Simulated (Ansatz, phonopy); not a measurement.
# AlIn (hypothetical, Fm-3m): a volume series of phonon spectra, part 4 of 4

Which modes of AlIn (hypothetical) drive its thermal expansion? The crystal structure is hypothetical: it was made by swapping elements on a known structure type.

Ansatz 0.2.0; DFT PBE, scalar-relativistic, plane waves, PAW.

So far. Step 15 (A run with changed settings): The run ends at a pressure of 1.38 GPa. Step 16 (Lattice dynamics at this volume, V/V0 0.97): The lowest solved frequency is -54.4 cm⁻¹, so the cell is unstable here and gives no valid free energy. The highest zone-centre mode (no LO–TO term) moved by +5.6 % for a volume change of -3.0 %.

### Step 17. Single point at a scaled cell, V/V0 1.05

Symmetry fixes every atom, so a single point at the scaled cell gives the energy and pressure of this member.

The cell differs from the one that the last finished run ended in (a 4.059 → 4.168 Å, b 4.059 → 4.168 Å, c 4.059 → 4.168 Å).

Input file input.yaml:

```yaml
crystal:
  lattice:
    - [0.0, 2.9469254994, 2.9469254994]
    - [2.9469254994, 0.0, 2.9469254994]
    - [2.9469254994, 2.9469254994, 0.0]
  atoms:
    - { symbol: Al, position: [0.5, 0.5, 0.5] }
    - { symbol: In, position: [0.0, 0.0, 0.0] }
kpoints:
  mp_grid: { grid: [12, 12, 12] }
hamiltonian:
  xc: pbe
scf:
  occupations: { method: methfessel_paxton, width: 0.15 }
output:
  forces: true
  stress: true
  eigenvalues: true
```

The run is started by

```sh
$ ansatz run input.yaml --threads 4 --pin off --max-ram 8192MiB --backend cpu --events-out ev --progress --plain --runs-dir out
```

Numbers of over 12 decimals in the logs are rounded to 6 here.

The log of the run:

```text
[...]
Crystal: 2 atoms, lattice volume = 51.184 Å³
Basis set: ecut = 420 eV, 965 PW (Γ), exchange–correlation on 60×60×60 points (8 copies of the dense FFT grid, shifted against one another)
Bands: 12, of which v1, the nominal top of the filled ones, is band 8 counted from 1 (7 counted from 0)
Symmetry: 48 space group operations
[...]
k-points: 72 of 1728
[...]
--- Band table (eV; the first three rows and the last of 72) ---
  k-point 0: bands = [... 4 lower, -7.3068, -1.9369, 9.2536, 9.2536, 9.2536, 10.9839, 13.3805, 13.3805]
  k-point 1: bands = [... 4 lower, -7.3045, -1.8458, 8.3337, 9.2295, 9.2295, 11.5123, 13.2986, 13.5242]
  k-point 2: bands = [... 4 lower, -7.2972, -1.5722, 6.8203, 9.1863, 9.1863, 11.6815, 12.8636, 12.8636]
  k-point 71: bands = [... 4 lower, -7.2415, 2.5406, 3.2047, 4.5843, 4.5843, 11.5071, 11.7020, 13.9392]
[key lines of the parts left out:]
SCF converged after 7 iterations
Free energy (F): -6134.754176 eV
Fermi energy:    7.027036 eV
P = ⅓ Tr σ = -1.8734 GPa (-18.734 kbar)
```

The job ended after 0.93 s (4 threads of Intel Xeon Platinum 8259CL at 2.50GHz (Skylake/Cascade Lake), shared host; peak memory 0.43 GiB).

The run ends at a pressure of -1.87 GPa.

### Step 18. Phonons, V/V0 1.05

The same q-mesh and k-mesh are kept at every volume, so that much of their error can cancel in the differences.

input.yaml, the sections that differ from step 17:

```yaml
output:
  eigenvalues: true
phonons:
  method: dfpt
  qmesh: [4, 4, 4]
  temperatures: { t_max: 1000, t_step: 50 }
  qpath:
    path:
      - [[0.0, 0.0, 0.0], [0.5, 0.0, 0.5], [0.625, 0.25, 0.625]]
      - [[0.375, 0.375, 0.75], [0.0, 0.0, 0.0], [0.5, 0.5, 0.5], [0.5, 0.25, 0.75], [0.5, 0.0, 0.5]]
    npoints: 10
# crystal, kpoints, hamiltonian, scf: as in step 17
```

The log of the run:

```text
[...]
Crystal: 2 atoms, lattice volume = 51.184 Å³
Basis set: ecut = 420 eV, 965 PW (Γ), exchange–correlation on 60×60×60 points (8 copies of the dense FFT grid, shifted against one another)
Bands: 12, of which v1, the nominal top of the filled ones, is band 8 counted from 1 (7 counted from 0)
Symmetry: 48 space group operations
k-points: 72 of 1728
[...]
k-point 71: bands = [... 4 lower, -7.2416, 2.5406, 3.2047, 4.5843, 4.5843, 11.5071, 11.7020, 13.9392]
[...]
ASR residual: 3.571e-6 → 0.000e0 eV/Å²; symmetrization residual: 2.875e-6 eV/Å²
  ASR residual per site (eV/Å²): 3.57e-6 3.05e-6
  Γ frequencies (cm⁻¹): 0.00 0.00 0.00 183.24 183.24 183.24
--- Phonons (arbitrary-q DFPT): 8 irreducible q on the 4×4×4 mesh ---
[...]
interpolated dispersion: 62 rows × 6 modes
[...]
[key lines of the parts left out:]
SCF converged after 9 iterations
Free energy (F): -6134.754176 eV
Fermi energy:    7.027032 eV
```

Run time: 3.4 min. Hardware: 4 threads; peak memory 2.7 GiB; 13 min of CPU time.

No LO-TO term. Phonon branches along the path, in cm⁻¹:

```csv
point,branch 1,branch 2,branch 3,branch 4,branch 5,branch 6
Γ,0,0,0,183,183,183
halfway,-22,-22,69,135,181,181
X,-38,-29,-29,184,184,201
halfway,-41,-26,-20,180,180,198
U,-43,16,27,168,168,192
jump to K,-43,16,27,168,168,192
halfway,-33,70,74,138,140,188
Γ,0,0,0,183,183,183
halfway,47,47,49,160,160,165
L,74,74,82,129,129,131
halfway,-9,17,76,132,168,169
W,-42,-42,70,125,192,192
halfway,-42,-33,28,162,190,195
X,-38,-29,-29,184,184,201
```

The phonon branches as a text plot (rows in cm⁻¹):

```
    196 |           *******                              ********
    186 |**************    **************               *     ***
    175 | *            ***          *    ***           *       *
    165 |  *     *        *       **       **        **       *
    155 |   *              *     *           *      **       *
    145 |       *           *                 **   **       *
    135 |    ***             ****              *********
    124 |                                        **     ****
    114 |
    104 |
     94 |
     84 |                                       ***
     74 |    ***               **              ************
     63 |   *                **  *           ***   *       *
     53 |                   *               **      *       *
     43 |  *    *          *      **       **       *        *
     33 |                  *        *     *          *
     23 | *              **              *
     12 |                 *          *  *             *       *
      2 |*              *             **
     -8 | *              *           *                *
    -18 |  **  *****   **           *
    -28 |    **     ****        ****                   *      ***
    -39 |         **************                        *********
         Γ           X  U|K            Γ         L        W     X
```

The lowest solved frequency is -42.0 cm⁻¹, so the cell is unstable here and gives no valid free energy. The highest zone-centre mode (no LO–TO term) moved by -8.6 % for a volume change of +5.0 %.

### Step 19. Mode Grüneisen parameters

This step: DFT PBE, scalar-relativistic, plane waves, PAW (phonopy 4.10.0).

Volume series, by row:

```csv
V/V0,V (Å³/atom),pressure (GPa),E - E0 (meV/atom),gap (eV),zero-point energy (meV/atom),lowest on the path (cm⁻¹),highest at Gamma without the LO-TO term (cm⁻¹)
0.97,23.64,1.408,3.132,0,-,-57.7,211.6
0.985,24.01,0.665,0.764,0,-,-55.01,206
1,24.37,-0.003,0,0,-,-52.34,200.4
1.015,24.74,-0.613,0.686,0,-,-49.68,195
1.03,25.1,-1.179,2.705,0,-,-47.04,189.8
1.05,25.59,-1.873,7.343,0,-,-43.59,183.2
```

Table of optical frequency at Gamma without the LO-TO term, mode 4 by V/V0:

```csv
V/V0,"optical frequency at Gamma without the LO-TO term, mode 4 (cm⁻¹)"
0.9700,212
0.9850,206
1.0000,200
1.0150,195
1.0300,190
1.0500,183
```

### Step 20. What came out

```json
{"lowest frequency over the volumes": "-57.7 cm⁻¹"}
```

Imaginary modes appear at V/V0 = 0.97, 0.985, 1, 1.015, 1.03 and 1.05, so too few stable volumes remain for a free-energy fit. Mode Grüneisen parameters diverge near a vanishing branch and are not given. The softest solved mode at V/V0 = 0.97 is 54i cm⁻¹ at q = (0.25, -0.5, -0.25), and 5 of 8 solved wavevectors carry a mode beyond 8i cm⁻¹. In a metal soft modes also hang on the k-mesh and the smearing, which were not converged here.

[Logs are printed without paths, hosts, clocks, repeated set-up lines and the standing remarks that a program may print on its own settings, such as how far it seeks lower states.]

[Hosts, paths, dates, database ids (printed as entryN), source tags and the programs' standing remarks are cut or masked in the printed files.]

[A step with changed settings may run another functional than the one named; its input shows which.]


